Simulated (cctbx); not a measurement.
# What resolution and counting buy: KNa2RhBr6

Space group Fm-3m (no. 225), a = 11.3180 Å, b = 11.3180 Å, c = 11.3180 Å, α = 90.00°, β = 90.00°, γ = 90.00°.

```
atom  mult.    x    y       z  Ueq (Å²)
 Rh1      4    0    0       0    0.0162
 Br1     24    0    0  0.7717    0.0174
  K1      4  1/2    0       0    0.0241
 Na1      8  1/4  3/4     3/4    0.0370
```

The model was made for the exercise: a known structure type with other elements put in, its volume estimated, not relaxed; displacement parameters are assumed.

Five simulated data sets (cctbx; Ag Kα, λ = 0.56087 Å; 6 % proportional error) differ in resolution or exposure (noise floor 4 counts in the first three, 8 in the last two). Each is refined with the right model, isotropic at 1.1 Å and anisotropic otherwise. How do the figures of merit and the uncertainties move?

| d min (Å) | top counts | ⟨I/σ⟩ (unmerged, absences included) | unique | param. (scale apart) | Rint | R1 | GooF | largest s.u. xyz (fractional) | s.u. U of Na1 (Å²) | largest error (Å) |
| --- | --- | --- | --- | --- | --- | --- | --- | --- | --- | --- |
| 1.1 | 40000 | 3.3 | 48 | 5 | 0.051 | 0.0142 | 1.35 | 0.00008 | 0.0020 | 0.0014 |
| 0.84 | 40000 | 3.0 | 95 | 6 | 0.049 | 0.0117 | 1.05 | 0.00003 | 0.0006 | 0.0001 |
| 0.6 | 40000 | 2.4 | 220 | 6 | 0.051 | 0.0101 | 0.97 | 0.00002 | 0.0004 | 0.0000 |
| 0.75 | 300 | 0.2 | 125 | 6 | 0.505 | 0.0687 | 0.97 | 0.00041 | 0.0093 | 0.0071 |
| 0.75 | 3000 | 1.1 | 125 | 6 | 0.109 | 0.0216 | 0.97 | 0.00007 | 0.0017 | 0.0014 |

The number of reflections grows roughly as 1/d³: 48, 95 and 220 here. R1 follows the noise rather than the truth: at 300 counts it is 0.0687, at 3000 counts 0.0216, while GooF is 0.97 and 0.97: the weights 1/σ² carry the noise. The s.u. of U (U11 where anisotropic) for Na1 goes 0.0020, 0.0006, 0.0004 Å² with resolution and 0.0093, 0.0017 Å² with exposure.

The 1.1 Å row also differs in its displacement model, so it isn't a clean test of resolution.

Hardware for the 0.6 Å refinement: 0.67 s on 1 thread of Arm Neoverse N1, with other jobs on the host, peak memory 0.1 GiB.

[Logs are printed without paths, hosts, clocks, repeated set-up lines and the standing remarks that a program may print on its own settings, such as how far it seeks lower states.]
